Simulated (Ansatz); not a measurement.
# How Ca2BIN2 (model structure) absorbs and reflects light, part 2 of 2

Wanted: where Ca2BIN2 (model structure) starts to absorb, how strongly, and its refractive index. The structure is a model built here, which may or may not match a known phase. It was built so: All Br replaced by I and Sr replaced by Ca in the R-3m structure of Sr2BBrN2.

Ansatz 0.2.0; DFT, PBE, plane-wave PAW, default files, scalar-relativistic, independent-particle optical response without local fields.

So far. Step 3 (Ground state and bands): There is a gap, 2.76 eV on the path, so no carriers' term is needed. The cell is left with a pressure of 0.0 GPa after its relaxation.

### Step 4. Spectrum

With the density converged, the vertical transitions are summed over the zone.

This step: DFT, PBE, plane-wave PAW, default files, scalar-relativistic, independent-particle optical response without local fields (Ansatz 0.2.0).

input.yaml

```yaml
crystal:
  lattice:
    - [1.9746160267, 1.1400450928, 9.0903931743]
    - [-1.9746160267, 1.1400450928, 9.0903931743]
    - [0.0, -2.2800901909, 9.0903931737]
  atoms:
    - { symbol: I, position: [0.0, 0.0, 0.0] }
    - { symbol: Ca, position: [0.7563474059, 0.7563474059, 0.7563474059] }
    - { symbol: Ca, position: [0.2436525941, 0.2436525941, 0.2436525941] }
    - { symbol: "N", position: [0.5494858724, 0.5494858724, 0.5494858724] }
    - { symbol: "N", position: [0.4505141276, 0.4505141276, 0.4505141276] }
    - { symbol: B, position: [0.5, 0.5, 0.5] }
kpoints:
  mp_grid: { grid: [7, 7, 7] }
scf:
  occupations: { method: fixed }
hamiltonian:
  xc: pbe
  pseudopotentials: { kind: paw }
output:
  optics:
    e_range: [0, 40]
    de: 0.05
    sigma: 0.1
    nscf_kmesh: { grid: [8, 8, 8] }
    bands: auto
```

Command:

```sh
$ ansatz run input.yaml --threads 2 --pin off --max-ram 5120MiB --backend cpu --events-out ev --progress --plain --runs-dir out
```

Run time: 74 s. Hardware: 2 threads of AMD EPYC 9R45, shared host; peak memory 2.3 GiB; 1.9 min of CPU time.

Read-outs, printed or worked out from the files:

- electronic dielectric constant ε∞, mean over x, y and z (by symmetry where fewer were run): 4.527
- absorption onset, first axis (α over 10⁴ cm⁻¹, or the direct gap if that lies higher): 3.079 eV
- main peak of Im epsilon, first axis: 5.540 eV
- photocurrent from vertical transitions in a film 500 nm thick on a perfect mirror (two passes), AM1.5G, no front reflection, all carriers collected: 1.295 mA/cm²
- least direct gap on the mesh: 2.980 eV
- bands summed: 114
- spectra valid up to: 38.06 eV
- program's estimate of the k-sum error in Im epsilon: 0.13 %
- electrons in the f-sum: 40.59

Some rows of optics.tsv:

```text
# ended_by = wanted_rows_settled
# boundable_up_to_ev = 38.064883
# wanted_up_to_ev = 30.807664
# change_inside_cells = 0.0001 (estimated)
# bound_at_0(xx yy zz) = bounded bounded bounded
# rows_by_bound_zz(bounded bounds_too_wide limited_by_band_error limited_by_mesh_spread above_boundable_range not_finite) = 674 88 0 0 39 0
# bounded_ranges_ev_xx = 0.000000-32.650000
# bounded_ranges_ev_yy = 0.000000-32.650000
# bounded_ranges_ev_zz = 0.000000-31.450000 31.550000-33.700000
0.000000	0.000000e0	0.000000e0	0.000000e0	0.000000e0	0.000000e0	0.000000e0	4.260248e0	4.260248e0	5.014546e0	-3.859593e-20	-4.874833e-20	-1.394595e-10	0.000000e0	0.000000e0	0.000000e0	4.276783e0	4.276783e0	5.028400e0	0.000000e0	0.000000e0	0.000000e0	0.000000e0	0.000000e0	0.000000e0
1.300000	6.828377e-123	6.828377e-123	3.382749e-127	0.000000e0	-5.467022e-143	1.262425e-132	4.383876e0	4.383876e0	5.197026e0	-3.588660e-20	-5.339813e-20	-1.503405e-10	3.553048e-124	3.553048e-124	1.252449e-128	4.400418e0	4.400418e0	5.210885e0	6.828377e-123	6.828377e-123	3.382749e-127	3.526385e-124	3.526385e-124	1.245796e-128
2.600000	3.472212e-9	3.472212e-9	9.973987e-13	8.616465e-27	8.414516e-30	6.417869e-19	4.866191e0	4.866191e0	5.918088e0	-1.806412e-20	-7.555276e-20	-1.944817e-10	1.466317e-10	1.466317e-10	2.847777e-14	4.882753e0	4.882753e0	5.931963e0	3.472212e-9	3.472212e-9	9.973987e-13	1.456387e-10	1.456387e-10	2.834471e-14
3.900000	1.495525e-1	1.495525e-1	2.038308e-1	-2.168404e-19	0.000000e0	-1.003533e-11	6.089837e0	6.089837e0	8.798003e0	-3.497790e-20	-1.287745e-19	-5.007054e-10	4.030144e-3	4.030144e-3	2.631895e-3	6.106435e0	6.106435e0	8.811905e0	1.495525e-1	1.495525e-1	2.038308e-1	4.008279e-3	4.008279e-3	2.623601e-3
5.200000	5.173532e0	5.173532e0	6.679877e0	-1.850372e-17	6.938894e-18	-2.785037e-10	9.276048e0	9.276048e0	4.814779e0	-1.826878e-17	1.094693e-17	8.248379e-10	4.586037e-2	4.586037e-2	9.851911e-2	9.292694e0	9.292694e0	4.828719e0	5.173532e0	5.173532e0	6.679877e0	4.573506e-2	4.573506e-2	9.832417e-2
6.500000	6.536722e0	6.536722e0	1.015186e1	0.000000e0	9.251859e-18	-6.683930e-10	3.368959e0	3.368959e0	3.335781e0	-9.424990e-19	-9.463567e-19	6.134873e-12	1.208744e-1	1.208744e-1	8.890502e-2	3.385668e0	3.385668e0	3.349770e0	6.536722e0	6.536722e0	1.015186e1	1.206227e-1	1.206227e-1	8.883227e-2
7.800000	5.091153e0	5.091153e0	3.936677e0	6.938894e-18	-1.156482e-18	2.134503e-10	-1.251727e0	-1.251727e0	-3.761129e0	1.612622e-18	-4.413055e-18	4.639575e-10	1.852227e-1	1.852227e-1	1.328006e-1	-1.234940e0	-1.234940e0	-3.747080e0	5.091153e0	5.091153e0	3.936677e0	1.855044e-1	1.855044e-1	1.332749e-1
9.100000	4.293525e0	4.293525e0	3.111215e0	0.000000e0	-4.625929e-18	2.185965e-10	2.138175e-1	2.138175e-1	-1.407371e0	1.327971e-18	1.738387e-18	2.997379e-10	2.323327e-1	2.323327e-1	2.668200e-1	2.306978e-1	2.306978e-1	-1.393249e0	4.293525e0	4.293525e0	3.111215e0	2.322384e-1	2.322384e-1	2.677281e-1
10.400000	2.064376e0	2.064376e0	1.440337e0	0.000000e0	-5.782412e-19	1.153779e-10	-7.909976e-1	-7.909976e-1	-1.319674e0	1.209671e-18	-2.334257e-19	9.774524e-11	4.223939e-1	4.223939e-1	3.774359e-1	-7.740075e-1	-7.740075e-1	-1.305466e0	2.064376e0	2.064376e0	1.440337e0	4.247045e-1	4.247045e-1	3.811613e-1
11.700000	1.494956e0	1.494956e0	7.228885e-1	-5.782412e-19	-5.782412e-19	1.427464e-10	-3.192006e-1	-3.192006e-1	5.514916e-2	-4.573004e-19	-5.233727e-19	-6.921318e-11	6.397498e-1	6.397498e-1	1.375335e0	-3.020832e-1	-3.020832e-1	6.945617e-2	1.494956e0	1.494956e0	7.228885e-1	6.426747e-1	6.426747e-1	1.370685e0
13.000000	1.384366e0	1.384366e0	6.708485e-1	0.000000e0	1.734723e-18	1.319212e-10	3.942298e-2	3.942298e-2	2.115786e-2	1.073672e-18	6.896993e-19	3.376689e-12	7.217671e-1	7.217671e-1	1.489168e0	5.668588e-2	5.668588e-2	3.557810e-2	1.384366e0	1.384366e0	6.708485e-1	7.211433e-1	7.211433e-1	1.486469e0
14.300000	8.251242e-1	8.251242e-1	1.068106e0	0.000000e0	-2.891206e-19	-4.492415e-11	2.137151e-2	2.137151e-2	1.571790e-1	-1.674884e-19	2.222127e-19	-2.510950e-11	1.211126e0	1.211126e0	9.163920e-1	3.879972e-2	3.879972e-2	1.717278e-1	8.251242e-1	8.251242e-1	1.068106e0	1.209265e0	1.209265e0	9.126451e-1
15.600000	6.650633e-1	6.650633e-1	5.591400e-1	0.000000e0	-5.782412e-19	1.958418e-11	2.920054e-1	2.920054e-1	1.647642e-1	3.707040e-19	-4.257434e-19	2.352510e-11	1.260601e0	1.260601e0	1.645571e0	3.096203e-1	3.096203e-1	1.794580e-1	6.650633e-1	6.650633e-1	5.591400e-1	1.235778e0	1.235778e0	1.621435e0
16.900000	3.967749e-1	3.967749e-1	2.573261e-1	2.891206e-19	0.000000e0	2.578254e-11	3.830409e-1	3.830409e-1	4.015643e-1	1.141552e-19	-2.169508e-19	-3.424992e-12	1.304534e0	1.304534e0	1.131250e0	4.008658e-1	4.008658e-1	4.164213e-1	3.967749e-1	3.967749e-1	2.573261e-1	1.247235e0	1.247235e0	1.073877e0
18.200000	3.246634e-1	3.246634e-1	3.228663e-1	7.228014e-20	-4.336809e-19	3.323866e-13	6.616294e-1	6.616294e-1	6.967574e-1	-2.026002e-19	9.895521e-20	-6.494874e-12	5.977310e-1	5.977310e-1	5.474968e-1	6.796899e-1	6.796899e-1	7.117973e-1	3.246634e-1	3.246634e-1	3.228663e-1	5.722105e-1	5.722105e-1	5.285109e-1
19.500000	3.381644e-1	3.381644e-1	2.048931e-1	0.000000e0	0.000000e0	2.464037e-11	8.286563e-1	8.286563e-1	7.670096e-1	-9.352184e-19	6.721318e-20	1.139767e-11	4.221638e-1	4.221638e-1	3.250801e-1	8.469809e-1	8.469809e-1	7.822544e-1	3.381644e-1	3.381644e-1	2.048931e-1	4.065786e-1	4.065786e-1	3.133386e-1
20.800000	3.169968e-1	3.169968e-1	2.294009e-1	0.000000e0	7.228014e-20	1.619552e-11	9.370813e-1	9.370813e-1	1.032066e0	8.393682e-21	-6.596971e-21	-1.756152e-11	3.239261e-1	3.239261e-1	2.052282e-1	9.557020e-1	9.557020e-1	1.047540e0	3.169968e-1	3.169968e-1	2.294009e-1	3.126653e-1	3.126653e-1	1.994851e-1
22.100000	3.507065e-1	3.507065e-1	3.925735e-1	0.000000e0	-2.891206e-19	-7.740594e-12	1.060774e0	1.060774e0	1.159759e0	-5.292883e-20	-1.781272e-19	-1.830123e-11	2.809616e-1	2.809616e-1	2.618630e-1	1.079727e0	1.079727e0	1.175492e0	3.507065e-1	3.507065e-1	3.925735e-1	2.721175e-1	2.721175e-1	2.555992e-1
23.400000	3.435399e-1	3.435399e-1	2.970627e-1	0.000000e0	0.000000e0	8.593184e-12	1.225151e0	1.225151e0	1.474231e0	4.528435e-20	-1.166982e-19	-4.605183e-11	2.121907e-1	2.121907e-1	1.313505e-1	1.244478e0	1.244478e0	1.490253e0	3.435399e-1	3.435399e-1	2.970627e-1	2.061142e-1	2.061142e-1	1.286486e-1
24.700000	1.198534e0	1.198534e0	1.742487e0	0.000000e0	0.000000e0	-1.005699e-10	1.520797e0	1.520797e0	1.962079e0	-3.130279e-19	-4.361704e-20	-8.158773e-11	3.196683e-1	3.196683e-1	2.530472e-1	1.540546e0	1.540546e0	1.978429e0	1.198534e0	1.198534e0	1.742487e0	3.145951e-1	3.145951e-1	2.507016e-1
26.000000	1.265267e0	1.265267e0	1.159733e0	0.000000e0	0.000000e0	1.951236e-11	2.600085e-1	2.600085e-1	7.917588e-2	1.925838e-18	-1.917889e-19	3.343353e-11	7.583238e-1	7.583238e-1	8.582672e-1	2.802389e-1	2.802389e-1	9.589819e-2	1.265267e0	1.265267e0	1.159733e0	7.533888e-1	7.533888e-1	8.564117e-1
27.300000	2.538898e0	2.538898e0	1.796763e0	0.000000e0	5.782412e-19	1.372126e-10	8.000578e-2	8.000578e-2	-3.248371e-1	1.938225e-19	-6.978358e-19	7.485022e-11	3.934810e-1	3.934810e-1	5.389411e-1	1.007860e-1	1.007860e-1	-3.076883e-1	2.538898e0	2.538898e0	1.796763e0	3.932520e-1	3.932520e-1	5.407003e-1
28.600000	4.080394e-1	4.080394e-1	3.464115e-1	-3.614007e-20	1.445603e-19	1.139439e-11	4.033679e-2	4.033679e-2	-6.278414e-2	1.169848e-19	-1.891515e-20	1.906549e-11	2.427026e0	2.427026e0	2.794931e0	6.175280e-2	6.175280e-2	-4.514169e-2	4.080394e-1	4.080394e-1	3.464115e-1	2.395869e0	2.395869e0	2.838538e0
29.900000	2.846502e-1	2.846502e-1	2.319877e-1	0.000000e0	0.000000e0	9.736773e-12	2.120368e-1	2.120368e-1	2.069812e-1	1.643781e-19	-4.367164e-20	9.344502e-13	2.259391e0	2.259391e0	2.400050e0	2.341978e-1	2.341978e-1	2.252032e-1	2.846502e-1	2.846502e-1	2.319877e-1	2.094952e0	2.094952e0	2.219240e0
31.200000	2.280882e-1	2.280882e-1	2.679640e-1	0.000000e0	1.445603e-19	-7.372472e-12	3.924608e-1	3.924608e-1	3.292694e-1	5.353170e-20	2.389208e-19	1.168313e-11	1.106957e0	1.106957e0	1.486846e0	4.155108e-1	4.155108e-1	3.481851e-1	2.280882e-1	2.280882e-1	2.679640e-1	1.015199e0	1.015199e0	1.388145e0
```

The Im ε has structure finer than the step of the table below, so its rows give means over 1 eV, whole bins alone (the curve runs from 0 to 31.4 eV). Peaks (eV: height): E ∥ x or y 5.5: 8.73, 6.8: 6.83, 7.6: 6.69, 9.1: 4.29, 27.3: 2.54; E ∥ z 4.5: 11.2, 6.4: 11.1, 6.9: 10.9, 8.3: 4.99, 25.7: 2.52.

Table of Im ε by photon energy; means over each step:

```csv
photon energy (eV),E ∥ x or y,E ∥ z
2,0,0
3,0.0894,0.00843
4,0.250,1.70
5,4.04,7.43
6,7.06,6.54
7,6.05,9.84
8,4.57,4.55
9,3.57,2.94
10,2.54,1.89
11,1.72,1.04
12,1.41,1.12
13,1.30,0.743
14,0.912,0.951
15,0.661,0.727
16,0.574,0.465
17,0.386,0.261
18,0.334,0.303
19,0.326,0.271
20,0.355,0.208
21,0.368,0.261
22,0.359,0.362
23,0.388,0.326
24,0.551,0.755
25,1.20,1.80
26,1.31,1.60
27,1.73,1.58
28,0.808,0.700
29,0.446,0.376
30,0.308,0.246
```

Re ε against photon energy:

```csv
photon energy (eV),E ∥ x or y,E ∥ z
0,4.28,5.03
1,4.35,5.13
2,4.59,5.50
3,5.25,6.39
4,6.31,9.44
5,9.13,6.02
6,2.75,6.78
7,0.961,0.250
8,-0.339,-1.74
9,0.763,-1.14
10,-0.699,-1.32
11,-0.354,-0.845
12,-0.114,0.189
13,0.0567,0.0356
14,-0.0330,0.324
15,0.108,-0.0242
16,0.288,0.167
17,0.420,0.445
18,0.628,0.685
19,0.773,0.732
20,0.879,0.907
21,1.02,1.10
22,1.07,1.21
23,1.11,1.30
24,1.66,2.37
25,1.24,1.20
26,0.280,0.0959
27,1.25,0.605
28,-0.296,-0.136
29,0.0948,0.114
30,0.266,0.254
31,0.406,0.347
```

Table of refractive index n and extinction k by photon energy:

```csv
photon energy (eV),"n, E ∥ x or y","k, E ∥ x or y","n, E ∥ z","k, E ∥ z"
0,2.07,0,2.24,0
1,2.09,0,2.27,0
2,2.14,0,2.35,0
3,2.29,0.0184,2.53,3.2e-5
4,2.51,0.0324,3.07,0.0445
5,3.07,0.559,2.72,1.18
6,2.27,1.56,2.73,0.828
7,1.90,1.63,2.35,2.30
8,1.29,1.42,0.923,1.61
9,1.53,1.26,1.04,1.49
10,0.986,1.29,0.735,1.36
11,0.837,1.03,0.512,1.05
12,0.774,0.845,0.868,0.751
13,0.849,0.815,0.595,0.564
14,0.651,0.676,0.829,0.602
15,0.613,0.517,0.574,0.594
16,0.682,0.421,0.580,0.412
17,0.701,0.268,0.691,0.179
18,0.819,0.206,0.846,0.175
19,0.897,0.179,0.869,0.151
20,0.955,0.179,0.958,0.101
21,1.03,0.185,1.06,0.124
22,1.05,0.171,1.11,0.181
23,1.07,0.187,1.15,0.135
24,1.31,0.234,1.55,0.189
25,1.21,0.479,1.29,0.677
26,0.888,0.713,0.794,0.731
27,1.31,0.672,1.10,0.778
28,0.501,0.739,0.548,0.661
29,0.554,0.461,0.536,0.416
30,0.577,0.257,0.547,0.213
31,0.656,0.154,0.617,0.184
```

The loss function −Im 1/ε at q → 0 has structure finer than the step of the table below, so its rows give means over 1 eV, whole bins alone (the curve runs from 0 to 31.4 eV). Peaks (eV: height): E ∥ x or y 15.1: 1.58, 26.1: 0.848, 28.6: 2.40, 29.1: 2.22, 29.7: 2.54; E ∥ z 11.7: 1.37, 12.9: 1.55, 16.1: 1.97, 26.0: 0.856, 28.7: 2.92, 29.4: 2.95.

The loss function −Im 1/ε at q → 0 by energy loss; means over each step:

```csv
energy loss (eV),E ∥ x or y,E ∥ z
2,0,0
3,0.00313,1.7e-4
4,0.00533,0.00791
5,0.0387,0.0869
6,0.114,0.0880
7,0.157,0.0955
8,0.226,0.181
9,0.278,0.263
10,0.368,0.356
11,0.564,0.699
12,0.703,0.915
13,0.766,1.27
14,1.10,0.952
15,1.41,1.39
16,1.39,1.76
17,1.15,1.01
18,0.654,0.550
19,0.473,0.463
20,0.404,0.242
21,0.353,0.211
22,0.288,0.231
23,0.263,0.178
24,0.192,0.154
25,0.352,0.321
26,0.560,0.609
27,0.430,0.575
28,1.27,1.30
29,2.00,2.53
30,2.05,2.13
```

The reflectivity at normal incidence has structure finer than the step of the table below, so its rows give means over 1 eV, whole bins alone (the curve runs from 0 to 31.4 eV). Peaks (eV: height): E ∥ x or y 5.5: 33.9, 6.9: 31.8, 7.8: 37.6, 9.6: 32.9, 13.4: 21.3, 27.5: 30.9, 29.1: 15.7; E ∥ z 4.5: 39.1, 7.7: 55.8, 8.5: 46.4, 10.4: 44.5, 12.7: 30.6, 27.6: 35.7, 28.4: 32.3.

The reflectivity at normal incidence by photon energy; means over each step:

```csv
photon energy (eV),E ∥ x or y (%),E ∥ z (%)
1,12.4,15.1
2,13.3,16.2
3,15.2,18.9
4,19.0,27.9
5,27.8,30.6
6,30.0,28.6
7,29.6,43.0
8,31.0,44.6
9,26.5,40.0
10,30.6,40.8
11,23.4,36.5
12,20.4,18.2
13,18.0,19.4
14,18.4,11.1
15,13.1,15.8
16,9.24,11.5
17,5.36,4.70
18,2.21,1.70
19,1.25,1.29
20,0.978,0.383
21,0.877,0.435
22,0.764,0.856
23,0.923,1.02
24,2.38,4.58
25,5.59,9.74
26,8.38,14.2
27,12.9,16.6
28,28.5,28.7
29,13.9,19.0
30,11.4,11.4
```

From ε follow the optical constants at some laser and lamp lines:

```csv
wavelength (nm),n xy,k xy,R (%) xy,1/α xy,n z,k z,R (%) z,1/α z
1550,2.08,0.000,12.3,over 1 mm,2.26,0.000,14.9,over 1 mm
1064,2.09,0.000,12.5,over 1 mm,2.27,0.000,15.1,over 1 mm
800,2.11,0.000,12.8,over 1 mm,2.30,0.000,15.5,over 1 mm
633,2.14,0.000,13.2,over 1 mm,2.34,0.000,16.1,over 1 mm
450,2.24,0.000,14.6,544 µm,2.47,0.000,17.9,over 1 mm
405,2.30,0.029,15.5,1.1 µm,2.55,0.000,19.0,231 µm
248,3.07,0.559,27.3,35 nm,2.72,1.176,28.5,17 nm
```

Rows near the edge hang on the gap, which this functional as a rule makes too small, and phonon-assisted absorption is left out.

A film 1 µm thick would pass 75 % of daylight and look colourless, dimmed by reflection in transmission (x = 0.317, y = 0.335).

At 1064 nm the birefringence n(z) − n(x) is +0.183: the crystal is uniaxial positive at this level.

The f-sum over the summed bands holds 40.6 of the cell's 50 electrons outside the frozen cores, 32 of which lie in bands more than 12 eV below the Fermi level, whose transitions come at higher energies. Up to 31 eV the strength has a mean oscillator energy of 10.0 eV, well above the main peak, so higher transitions carry much of it.

### Step 5. Static response with local fields

Perturbation theory gives the static response with local fields and the functional's kernel, and it needs no empty bands.

This step: DFT, PBE, plane-wave PAW, default files, scalar-relativistic, static field response by perturbation theory with local fields (Ansatz 0.2.0).

Edit input.yaml of step 4 so:

```diff
@@ -19,8 +19,2 @@
   pseudopotentials: { kind: paw }
-output:
-  optics:
-    e_range: [0, 40]
-    de: 0.05
-    sigma: 0.1
-    nscf_kmesh: { grid: [8, 8, 8] }
-    bands: auto
+dielectric: {}
```

Wall time 76 s (2 threads); peak memory 2.1 GiB; 2.5 min of CPU time.

Read-outs, printed or worked out from the files:

- electronic dielectric constant ε∞, mean over x, y and z (by symmetry where fewer were run): 4.129

ε∞ with local fields:

```
3.98 0.00 0.00
0.00 3.98 0.00
0.00 0.00 4.43
```

Diagonal elements. Born, by row:

```csv
atom,Z*xx (e),Z*yy (e),Z*zz (e)
I1,-1.118,-1.118,-1.581
Ca2,2.425,2.425,2.353
Ca3,2.425,2.425,2.353
N4,-1.745,-1.745,-3.187
N5,-1.745,-1.745,-3.187
B6,-0.244,-0.244,3.25
```

Mean Born charges are I -1.27, Ca +2.40, N -2.23 and B +0.92, against formal valences of -1, +2, -3 and +3. They are far from isotropic: B has -0.24, -0.24 and +3.25 along x, y and z.

### Step 6. Summary of results

| Quantity | Value |
| --- | --- |
| gap on the path | 2.76 eV |
| least direct gap on the path | 2.98 eV |
| electronic dielectric constant ε∞, mean over x, y and z (by symmetry where fewer were run) (independent particles) | 4.53 |
| absorption onset, first axis (α over 10⁴ cm⁻¹, or the direct gap if that lies higher) | 3.08 eV |
| main peak of Im epsilon, first axis | 5.54 eV |
| photocurrent from vertical transitions in a film 500 nm thick on a perfect mirror (two passes), AM1.5G, no front reflection, all carriers collected | 1.30 mA/cm² |
| electronic dielectric constant ε∞, mean over x, y and z (by symmetry where fewer were run) (static response with local fields) | 4.13 |

**Reading.** At this level (PBE, independent particles) Ca2BIN2 has a mean ε∞ = 4.53 (4.13 with local fields) and n = 2.08 at 1550 nm (E ∥ x); absorption sets in near 3.1 eV, and Im ε peaks at 5.5 eV (E ∥ x). The cell shrank by 0.7 % in volume. The gap is indirect (2.76 eV), so absorption without phonons can begin only at the direct gap of 2.98 eV. The absorption coefficient passes 10⁴ cm⁻¹ at 3.08 eV, inside the visible range. Distinct maxima of Im ε, read by a parabola through the highest points, lie at 5.54 eV (8.8), 6.79 eV (6.8), 7.61 eV (6.7) and 9.12 eV (4.3) for E ∥ x or y. The static values by axis are 4.28 (xy), 5.03 (z). The f-sum over the summed bands holds 40.6 of the cell's 50 electrons outside the frozen cores, 32 of which lie in bands more than 12 eV below the Fermi level, whose transitions come at higher energies. Up to 31 eV the strength has a mean oscillator energy of 10.0 eV, well above the main peak, so higher transitions carry much of it. A film 1 µm thick would pass 75 % of daylight and look colourless, dimmed by reflection in transmission (x = 0.317, y = 0.335). In the base spectrum excitons and phonon-assisted transitions are missing, and so are local fields; PBE gaps are as a rule too small, which pulls the onset down and ε∞ up. In the base run ε includes the program's bounded estimate of what the bands above those summed add. Spin-orbit coupling is left out although heavy atoms are present.

[Logs are printed without paths, hosts, clocks, repeated set-up lines and the standing remarks that a program may print on its own settings, such as how far it seeks lower states.]

[Hosts, paths, dates, database ids (printed as entryN), source tags and the programs' standing remarks are cut or masked in the printed files.]
